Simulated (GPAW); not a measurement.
# Does HoSi2 carry moments in GPAW?

Wanted: the moments of HoSi2 and the energy gained by spin polarisation.

Main program and level: GPAW 26.7.0; LDA with U = 4.8 eV on Ho f; plane waves with GPAW's PAW setups, scalar-relativistic.

### 1. Set-up

It takes space group P6/mmm (No. 191, hexagonal). Conventional cell: a = 3.816 Å, b = 3.816 Å, c = 4.107 Å, α = 90.00°, β = 90.00°, γ = 120.00°. Nearest to Ho lie 12 Si at 3.01 Å. Nearest to Si lie 3 Si at 2.20 Å and 6 Ho at 3.01 Å. Farther neighbours are not listed.

Structure file:

```
Ho Si
1.0
     3.81600    0.00000    0.00000
    -1.90800    3.30475    0.00000
     0.00000    0.00000    4.10700
Ho Si
1 2
Direct
  0.00000 0.00000 0.00000
  0.33333 0.66667 0.50000
  0.66667 0.33333 0.50000
```

The settings of this session are not all sound (see the inputs), so it shows what such settings give, not the properties of the crystal.

### 2. Order 1, typed as ferro +

The parallel start comes first: it fits the smallest cell, keeps the most symmetry and shows whether parallel moments form. A Hubbard term is added for the open shell, at a value in common use.

File order1.py:

```python
import json
import numpy as np
from ase import Atoms
from ase.parallel import paropen, parprint
from gpaw import GPAW

atoms = Atoms(['Ho', 'Si', 'Si'],
    cell=[[3.816, 0.0, 0.0],
         [-1.908, 3.30475294, 0.0],
         [0.0, 0.0, 4.107]],
    scaled_positions=[[0.0, 0.0, 0.0],
         [0.33333333, 0.66666667, 0.5],
         [0.66666667, 0.33333333, 0.5]],
    pbc=True,
    magmoms=[4.0, 0.0, 0.0])
atoms.calc = GPAW(mode={'name': 'pw', 'ecut': 700},
    xc='LDA',
    kpts={'size': (6, 6, 6), 'gamma': True},
    occupations={'name': 'fermi-dirac', 'width': 0.15},
    convergence={'density': 1e-05, 'energy': 1e-05},
    maxiter=200,
    charge=0.3,
    setups={'Ho': ':f,4.8'},
    symmetry={'tolerance': 1e-4},
    txt='order1.txt')
e = atoms.get_potential_energy(force_consistent=True)
res = {'free_energy': e, 'energy_sigma0': atoms.get_potential_energy(), 'fermi_energy': atoms.calc.get_fermi_level()}
res['moments'] = atoms.get_magnetic_moments().tolist()
res['total'] = atoms.get_magnetic_moment()
parprint('site moments (muB):', np.round(res['moments'], 3))
parprint(f"total moment: {res['total']:.3f} muB")
parprint(f'free energy: {e:.6f} eV')
atoms.calc.write('order1.gpw')
with paropen('results.json', 'w') as f:
    json.dump(res, f)
```

On the command line:

```console
$ OMP_NUM_THREADS=1 python3 order1.py > order1.log
```

Numbers of over 12 decimals in the logs are rounded to 6 here.

Log:

```text
site moments (muB): [ 3.575 -0.008 -0.008]
total moment: 3.569 muB
free energy: -19.191396 eV

--- order1.txt ---
Input parameters:
  mode=PW(ecut=700),
  charge=0.3,
  convergence={'density': 1e-05, 'energy': 1e-05},
  kpts=MonkhorstPack(size=(6, 6, 6), gamma=True),
  maxiter=200,
  occupations=Occupations(name='fermi-dirac', width=0.15),
  setups={'Ho': ':f,4.8'},
  symmetry=Symmetry(tolerance=0.0001),
  xc=XC(name='LDA')

Diagonalizing LCAO Hamiltonian
Converting LCAO to pw mode

         Si  Si

       Ho

Atoms  # Å, Bohr magnetons
|   | symbol |         x |        y |        z |    initial magnetic moments |
|---|--------|-----------|----------|----------|-----------------------------|
| 0 |     Ho |  0.000000 | 0.000000 | 0.000000 | ( 0.0000,  0.0000,  4.0000) |
| 1 |     Si | -0.000000 | 2.203169 | 2.053500 | ( 0.0000,  0.0000,  0.0000) |
| 2 |     Si |  1.908000 | 1.101584 | 2.053500 | ( 0.0000,  0.0000,  0.0000) |

Unit cell  # Å
| periodic |         x |        y |        z |  lengths |     angles |
|----------|-----------|----------|----------|----------|------------|
|      yes |  3.816000 | 0.000000 | 0.000000 | 3.816000 |  90.000000 |
|      yes | -1.908000 | 3.304753 | 0.000000 | 3.816000 |  90.000000 |
|      yes |  0.000000 | 0.000000 | 4.107000 | 4.107000 | 120.000000 |

Number of symmetries: 24

BZ-sampling:
  Number of BZ points: 216
  Number of IBZ points: 28

  Monkhorst-Pack size: [6, 6, 6]
  Monkhorst-Pack shift: [0.083333, 0.083333, 0.083333]

K-points  # in reciprocal-cell coordinates
|     |                                coordinates |     weight |
|-----|--------------------------------------------|------------|
|   0 | (  0.00000000,   0.00000000,   0.00000000) | 0.00462963 |
|   1 | (  0.00000000,   0.00000000,   0.16666667) | 0.00925926 |
|   2 | (  0.00000000,   0.00000000,   0.33333333) | 0.00925926 |
|   3 | (  0.00000000,   0.00000000,   0.50000000) | 0.00462963 |
|   4 | (  0.16666667,   0.00000000,   0.00000000) | 0.02777778 |
|   5 | (  0.16666667,   0.00000000,   0.16666667) | 0.05555556 |
|   6 | (  0.16666667,   0.00000000,   0.33333333) | 0.05555556 |
|   7 | (  0.16666667,   0.00000000,   0.50000000) | 0.02777778 |
|   8 | (  0.33333333,  -0.16666667,   0.00000000) | 0.02777778 |
|   9 | (  0.33333333,  -0.16666667,   0.16666667) | 0.05555556 |
| ... |                                            |            |
|  27 | (  0.50000000,   0.50000000,   0.50000000) | 0.01388889 |

Plane wave coefficients: 2214
Cutoff: 700.0 eV

Spin-components: 2 (collinear spins)
Bands:           24
Projectors:      18
Spin-degeneracy: 1
Datatype:        complex128

Parallelization:
  kpt:    1
  domain: 1
  band:   1

Density:
  Valence electrons: 29.0
  Components: 2
  Grid points: [24 24 27]
  Charge: 0.3  # |e|

Potential:
  Grid points: [24 24 27]

species:
  Ho:
    name:    Holmium
    Z:       67.0
    valence: 21
    core:    46
    charge:  0.0  # [|e|]
    Hubbard: {U: 4.8,  # eV
              l: 3,
              scale: True}
    compensation charges:
      type: gauss
      rc: 0.35  # [Å]
      lmax: 2
    cutoffs:
      filter: 1.17  # [Å]
      core: 1.75  # [Å]
    projectors
    | kind |    occ | energy [eV] | rcut [Å] |
    |------|--------|-------------|----------|
    |   5s |  2.000 |     -50.534 |    1.164 |
    |   6s |  2.000 |      -3.941 |    1.164 |
    |   5p |  6.000 |     -26.005 |    1.164 |
    |   6p |  0.000 |      -1.196 |    1.164 |
    |   5d |  0.000 |      -1.207 |    1.164 |
    |   4f | 11.000 |      -3.355 |    1.164 |
    |    d |        |      26.005 |    1.164 |
    |    f |        |      23.857 |    1.164 |

    Using partial waves for Ho as LCAO basis

  Si:
    name:    Silicon
    Z:       14.0
    valence: 4
    core:    10
    charge:  0.0  # [|e|]
    compensation charges:
      type: gauss
      rc: 0.33  # [Å]
      lmax: 2
    cutoffs:
      filter: 1.86  # [Å]
      core: 2.06  # [Å]
    projectors
    | kind |    occ | energy [eV] | rcut [Å] |
    |------|--------|-------------|----------|
    |   3s |  2.000 |     -10.878 |    1.058 |
    |   3p |  2.000 |      -4.162 |    1.058 |
    |    s |        |      16.334 |    1.058 |
    |    p |        |      23.049 |    1.058 |
    |    d |        |       0.000 |    1.058 |

    Using partial waves for Si as LCAO basis

Reference energy: -358804.562040  # eV

eigensolver:
  PPCG
  Converge bands: occupied
  niter=2

density mixing:
  MSR1-Mixer
  Pratt-step length: 0.05
  Maximum mixing coefficient: 0.75
  Old densities: 10
  SVD Regularization: 0.005
  Good broyden scale: 1.0
  Trust region scale: 1.0
  Backstep threshold: 4.0
  History deletion threshold: 6.0
  Fourier metric: weight=20.0, sigma=0.015

occupation numbers:
  Fermi-Dirac:
    width: 0.1500  # eV

poisson solver:
  ecut: 5600.0  # eV
  uniform background charge: 0.3  # electrons

xc functional:
  name: None

convergence criteria:
- Maximum integral of absolute [dens]ity change: 1e-05 electrons / valence electron
- Maximum [total energy] change in last 3 cyles: 1e-05 eV / valence electron
- Maximum integral of absolute [eigenst]ate change: 4e-08 eV^2 / valence electron
maximum number of iterations: 200

SCF iterations
|iter     |      energy | eigst |  dens |  magmom |
|---------|-------------|-------|-------|---------|
|iter:   1|       0s |  -29.851340 | +0.03 |       |  +3.8567|
|iter:   2|       2s |  -17.174644 | -0.78 | -0.41 |  +3.6737|
|iter:   3|       5s |  -16.955533 | -1.80 | -1.02 |  +3.6241|
|iter:   4|       7s |  -16.896403 | -2.50 | -1.11 |  +3.6420|
|iter:   5|      10s |  -16.892774 | -2.81 | -1.24 |  +3.6158|
|iter:   6|      12s |  -17.113928 | -2.97 | -1.42 |  +3.5929|
|iter:   7|      15s |  -18.191407 | -2.48 | -1.65 |  +3.5574|
|iter:   8|      17s |  -18.723635 | -2.87 | -1.59 |  +3.5445|
|iter:   9|      20s |  -19.081022 | -2.12 | -1.68 |  +3.5210|
|iter:  10|      22s |  -18.941995 | -2.58 | -1.61 |  +3.5410|
|iter:  11|      25s |  -19.066235 | -3.41 | -2.22 |  +3.5518|
|iter:  12|      27s |  -19.065937 | -3.93 | -2.39 |  +3.5621|
|iter:  13|      30s |  -19.070154 | -4.56 | -2.79 |  +3.5649|
|iter:  14|      32s |  -19.069604 | -5.47 | -2.93 |  +3.5667|
|iter:  15|      35s |  -19.069598 | -7.12 | -3.85 |  +3.5677|
|iter:  16|      37s |  -19.069594c| -7.67c| -4.20 |  +3.5681|
|iter:  17|      40s |  -19.069595c| -8.38c| -4.43 |  +3.5683|
|iter:  18|      42s |  -19.069596c| -8.72c| -4.60 |  +3.5684|
|iter:  19|      45s |  -19.069599c| -8.75c| -4.87 |  +3.5686|
|iter:  20|      46s |  -19.069599c| -9.88c| -5.69c|  +3.5686|

Converged in 20 steps
Energy contributions relative to reference atoms: (reference = -358804.562040)

Energy contributions:
  Kinetic:         -36.482241
  Coulomb:          33.772183
  Zero:              0.963284
  External:          0.000000
  Xc:              -17.201029
  Entropy:          -0.243593
  Spinorbit:         0.000000
  ----------------------------
  Free energy:     -19.191396
  Extrapolated:    -19.069599

dipole moment: (-9.420340, -16.316507, -20.277429)  # |e|*Ang

Total magnetic moment: (0.000000, 0.000000, 3.568586)

Local magnetic moments
|        x |        y |         z |
|----------|----------|-----------|
| 0.000000 | 0.000000 |  3.574682 |  # Ho   0
| 0.000000 | 0.000000 | -0.008068 |  # Si   1
| 0.000000 | 0.000000 | -0.008068 |  # Si   2

Fermi level: 10.021
Eigenvalues  # (at kpt = [0.000, 0.000, 0.000])
| band index |      eig [eV] | occ [0-1] |      eig [eV] | occ [0-1] |
|------------|---------------|-----------|---------------|-----------|
|          0 |       -37.513 |     1.000 |       -36.012 |     1.000 |
|        ... |               |           |               |           |
|          7 |         5.331 |     1.000 |         7.448 |     1.000 |
|          8 |         5.815 |     1.000 |         8.007 |     1.000 |
|          9 |         5.815 |     1.000 |         8.011 |     1.000 |
|         10 |         5.919 |     1.000 |         8.688 |     1.000 |
|         11 |         5.919 |     1.000 |         9.621 |     0.935 |
|         12 |         6.983 |     1.000 |         9.621 |     0.935 |
|         13 |         6.983 |     1.000 |        10.183 |     0.253 |
|         14 |         7.559 |     1.000 |        11.953 |     0.000 |
|         15 |         8.550 |     1.000 |        12.066 |     0.000 |
|         16 |        10.644 |     0.015 |        12.066 |     0.000 |
|         17 |        11.776 |     0.000 |        12.278 |     0.000 |
|         18 |        11.776 |     0.000 |        13.250 |     0.000 |
|         19 |        13.872 |     0.000 |        14.098 |     0.000 |
|         20 |        13.872 |     0.000 |        14.098 |     0.000 |
|         21 |        14.334 |     0.000 |        14.690 |     0.000 |
|        ... |               |           |               |           |
|         23 |        14.851 |     0.000 |        15.096 |     0.000 |

No gap
No difference between direct/indirect transitions
```

Elapsed: 53 s, on 1 MPI rank of Intel Xeon 6975P-C (Granite Rapids), shared host; peak memory 0.25 GiB.

Spin moment in the augmentation sphere by atom:

```
atom  spin moment in the augmentation sphere (μB)
 Ho1                                         3.57
 Si2                                        -0.01
 Si3                                        -0.01
```

Numbers from this step:

```yaml
magnetization: 3.569 μB
final_state: ferromagnetic
```

After 20 cycles the largest moment stands at 3.57 μB.

### 3. Start 2: no spin polarisation

A run without seeds gives the energy of the state without moments.

nospin.py is the script of step 2 with these lines changed:

```diff
@@ -13,4 +13,3 @@
          [0.66666667, 0.33333333, 0.5]],
-    pbc=True,
-    magmoms=[4.0, 0.0, 0.0])
+    pbc=True)
 atoms.calc = GPAW(mode={'name': 'pw', 'ecut': 700},
@@ -24,11 +23,7 @@
     symmetry={'tolerance': 1e-4},
-    txt='order1.txt')
+    txt='nospin.txt')
 e = atoms.get_potential_energy(force_consistent=True)
 res = {'free_energy': e, 'energy_sigma0': atoms.get_potential_energy(), 'fermi_energy': atoms.calc.get_fermi_level()}
-res['moments'] = atoms.get_magnetic_moments().tolist()
-res['total'] = atoms.get_magnetic_moment()
-parprint('site moments (muB):', np.round(res['moments'], 3))
-parprint(f"total moment: {res['total']:.3f} muB")
 parprint(f'free energy: {e:.6f} eV')
-atoms.calc.write('order1.gpw')
+atoms.calc.write('nospin.gpw')
 with paropen('results.json', 'w') as f:
```

On the command line:

```console
$ OMP_NUM_THREADS=1 python3 nospin.py > nospin.log
```

Log:

```text
free energy: -15.752378 eV

--- nospin.txt ---
Input parameters:
  mode=PW(ecut=700),
  charge=0.3,
  convergence={'density': 1e-05, 'energy': 1e-05},
  kpts=MonkhorstPack(size=(6, 6, 6), gamma=True),
  maxiter=200,
  occupations=Occupations(name='fermi-dirac', width=0.15),
  setups={'Ho': ':f,4.8'},
  symmetry=Symmetry(tolerance=0.0001),
  xc=XC(name='LDA')

Diagonalizing LCAO Hamiltonian
Converting LCAO to pw mode

         Si  Si

       Ho

Atoms  # Å, Bohr magnetons
|   | symbol |         x |        y |        z |    initial magnetic moments |
|---|--------|-----------|----------|----------|-----------------------------|
| 0 |     Ho |  0.000000 | 0.000000 | 0.000000 | ( 0.0000,  0.0000,  0.0000) |
| 1 |     Si | -0.000000 | 2.203169 | 2.053500 | ( 0.0000,  0.0000,  0.0000) |
| 2 |     Si |  1.908000 | 1.101584 | 2.053500 | ( 0.0000,  0.0000,  0.0000) |

Unit cell  # Å
| periodic |         x |        y |        z |  lengths |     angles |
|----------|-----------|----------|----------|----------|------------|
|      yes |  3.816000 | 0.000000 | 0.000000 | 3.816000 |  90.000000 |
|      yes | -1.908000 | 3.304753 | 0.000000 | 3.816000 |  90.000000 |
|      yes |  0.000000 | 0.000000 | 4.107000 | 4.107000 | 120.000000 |

Number of symmetries: 24

BZ-sampling:
  Number of BZ points: 216
  Number of IBZ points: 28

  Monkhorst-Pack size: [6, 6, 6]
  Monkhorst-Pack shift: [0.083333, 0.083333, 0.083333]

Plane wave coefficients: 2214
Cutoff: 700.0 eV

Spin-components: 1 (collinear spins)
Bands:           22
Projectors:      18
Spin-degeneracy: 2
Datatype:        complex128

Parallelization:
  kpt:    1
  domain: 1
  band:   1

Density:
  Valence electrons: 29.0
  Components: 1
  Grid points: [24 24 27]
  Charge: 0.3  # |e|

Potential:
  Grid points: [24 24 27]

[... setups left out ...]
Reference energy: -358804.562040  # eV

eigensolver:
  PPCG
  Converge bands: occupied
  niter=2

density mixing:
  MSR1-Mixer
  Pratt-step length: 0.05
  Maximum mixing coefficient: 0.75
  Old densities: 10
  SVD Regularization: 0.005
  Good broyden scale: 1.0
  Trust region scale: 1.0
  Backstep threshold: 4.0
  History deletion threshold: 6.0
  Fourier metric: weight=20.0, sigma=0.015

occupation numbers:
  Fermi-Dirac:
    width: 0.1500  # eV

poisson solver:
  ecut: 5600.0  # eV
  uniform background charge: 0.3  # electrons

xc functional:
  name: None

convergence criteria:
- Maximum integral of absolute [dens]ity change: 1e-05 electrons / valence electron
- Maximum [total energy] change in last 3 cyles: 1e-05 eV / valence electron
- Maximum integral of absolute [eigenst]ate change: 4e-08 eV^2 / valence electron
maximum number of iterations: 200

SCF iterations
|iter     |      energy | eigst |  dens |
|---------|-------------|-------|-------|
|iter:   1|       0s |  -14.942527 | -0.09 |       |
|iter:   2|       1s |  -13.419234 | -0.99 | -0.89 |
|iter:   3|       3s |  -13.264306 | -2.32 | -1.24 |
|iter:   4|       4s |  -13.237588 | -2.59 | -1.45 |
|iter:   5|       5s |  -13.233828 | -2.97 | -1.54 |
|iter:   6|       6s |  -13.312524 | -3.37 | -1.86 |
|iter:   7|       7s |  -13.608003 | -2.99 | -2.14 |
|iter:   8|       8s |  -14.386833 | -3.10 | -2.37 |
|iter:   9|      10s |  -15.577079 | -2.58 | -2.00 |
|iter:  10|      11s |  -15.671692 | -2.04 | -1.59 |
|iter:  11|      12s |  -15.590279 | -3.70 | -1.82 |
|iter:  12|      13s |  -15.507314 | -3.48 | -2.40 |
|iter:  13|      14s |  -15.503020 | -4.18 | -2.55 |
|iter:  14|      15s |  -15.413182 | -4.27 | -2.35 |
|iter:  15|      16s |  -15.609993 | -3.78 | -2.56 |
|iter:  16|      18s |  -15.674921 | -2.02 | -1.99 |
|iter:  17|      19s |  -15.678976 | -1.84 | -1.64 |
|iter:  18|      20s |  -15.622681 | -2.33 | -1.68 |
|iter:  19|      21s |  -15.623429 | -4.07 | -3.02 |
|iter:  20|      22s |  -15.623755 | -5.30 | -3.28 |
|iter:  21|      23s |  -15.623919 | -6.35 | -3.57 |
|iter:  22|      24s |  -15.623972c| -6.37 | -3.77 |
|iter:  23|      26s |  -15.623984c| -7.53c| -4.48 |
|iter:  24|      27s |  -15.624005c| -8.42c| -4.69 |
|iter:  25|      27s |  -15.624007c| -8.05c| -5.14c|

Converged in 25 steps
Energy contributions relative to reference atoms: (reference = -358804.562040)

Energy contributions:
  Kinetic:         -32.385167
  Coulomb:          31.545450
  Zero:              0.746636
  External:          0.000000
  Xc:              -15.402554
  Entropy:          -0.256743
  Spinorbit:         0.000000
  ----------------------------
  Free energy:     -15.752378
  Extrapolated:    -15.624007

dipole moment: (-9.377701, -16.242655, -20.185649)  # |e|*Ang

Fermi level: 9.886
Eigenvalues  # (at kpt = [0.000, 0.000, 0.000])
| band index |      eig [eV] | occ [0-2] |
|------------|---------------|-----------|
|          0 |       -36.339 |     2.000 |
|        ... |               |           |
|          7 |         7.305 |     2.000 |
|          8 |         7.420 |     2.000 |
|          9 |         7.420 |     2.000 |
|         10 |         7.512 |     2.000 |
|         11 |         7.513 |     2.000 |
|         12 |         7.764 |     2.000 |
|         13 |         8.623 |     2.000 |
|         14 |         9.489 |     1.867 |
|         15 |        10.792 |     0.005 |
|         16 |        11.134 |     0.000 |
|         17 |        11.767 |     0.000 |
|         18 |        11.767 |     0.000 |
|         19 |        14.788 |     0.000 |
|         20 |        14.789 |     0.000 |
|         21 |        14.944 |     0.000 |

No gap
No difference between direct/indirect transitions
```

It took 31 s on 1 MPI rank; peak memory 0.21 GiB.

This step gave:

```
final state : non-magnetic (no spin polarisation)
```

It lies 3439 meV a seeded atom over the first start.

### 4. An attempt with other settings

An input with a fault is tried, to see how the program answers.

File run.py:

```python
import json
import numpy as np
from ase import Atoms
from ase.parallel import paropen, parprint
from gpaw import GPAW

atoms = Atoms(['Ho', 'Si', 'Si'],
    cell=[[3.816, 0.0, 0.0],
         [-1.908, 3.30475294, 0.0],
         [0.0, 0.0, 4.107]],
    scaled_positions=[[0.0, 0.0, 0.0],
         [0.33333333, 0.66666667, 0.5],
         [0.66666667, 0.33333333, 0.5]],
    pbc=True,
    magmoms=[4.0, 0.0, 0.0])
atoms.calc = GPAW(mode={'name': 'pw', 'ecut': 700},
    xc='LDA',
    kpts={'size': (6, 6, 6), 'gamma': True},
    occupations={'name': 'fermi-dirac', 'width': 0.15},
    convergence={'density': 1e-05, 'energy': 1e-05},
    encut=500,
    maxiter=75,
    charge=0.3,
    setups={'Ho': ':f,4.8'},
    symmetry={'tolerance': 1e-4},
    txt='run.txt')
e = atoms.get_potential_energy(force_consistent=True)
res = {'free_energy': e, 'energy_sigma0': atoms.get_potential_energy(), 'fermi_energy': atoms.calc.get_fermi_level()}
res['moments'] = atoms.get_magnetic_moments().tolist()
res['total'] = atoms.get_magnetic_moment()
parprint('site moments (muB):', np.round(res['moments'], 3))
parprint(f"total moment: {res['total']:.3f} muB")
parprint(f'free energy: {e:.6f} eV')
atoms.calc.write('run.gpw')
with paropen('results.json', 'w') as f:
    json.dump(res, f)
```

On the command line:

```console
$ OMP_NUM_THREADS=1 python3 run.py > run.log
```

Log:

```text
TypeError: GPAW() got an unexpected keyword argument 'encut'
```

Run time: 1.1 s. Hardware: 1 MPI rank; peak memory 0.1 GiB.

The input was rejected at the start.

The program's message: “TypeError: GPAW() got an unexpected keyword argument 'encut'”

The fault put into the input: a keyword of another program.

The cutoff belongs in the mode.

### 5. Energies of the orders

These are free energies at a smearing of 0.15 eV, so its entropy term is in the differences. They are divided by the number of seeded atoms, so that cells of unlike size compare.

Orders:

```
               start    final state  typed order kept  energy over the lowest (meV a seeded atom)  largest site moment (μB)  net moment (μB a primitive cell)  mesh matched  CPU time (s)
             ferro +  ferromagnetic               yes                                           0                     3.575                             3.569           yes         52.87
no spin polarisation   non-magnetic                 -                                        3439                         0                                 0           yes         31.26
```

### 6. Results

```yaml
lower_run: with moments
largest_site_moment: 3.57 μB
run_without_spin_seeds_over_the_lowest: 3439 meV a seeded atom
```

The crystal holds moments, up to 3.57 μB, and gains 3439 meV a seeded atom by them. Under a U a spinless open shell is left with part-filled orbitals, which the U penalises, so its energy is no clean measure of what the moments gain. No antiferromagnetic order was tried, so the session says nothing on how the moments order. Open f shells have many stationary orbital fillings, so the state need not be the lowest, and spin-only moments miss the orbital part. The cell carries a charge of +0.3 e against a uniform background, so the results are those of a doped crystal.

[Logs and program files are shortened in this print: banners, set-up blocks, solver, clock and traceback lines can be left out without a mark of their own.]

[Logs are printed without paths, hosts, clocks, repeated set-up lines and the standing remarks that a program may print on its own settings, such as how far it seeks lower states.]

[Hosts, paths, dates, database ids (printed as entryN), source tags and the programs' standing remarks are cut or masked in the printed files.]

[Where a cell is said to come from a database of computed structures, the database is the Materials Project.]
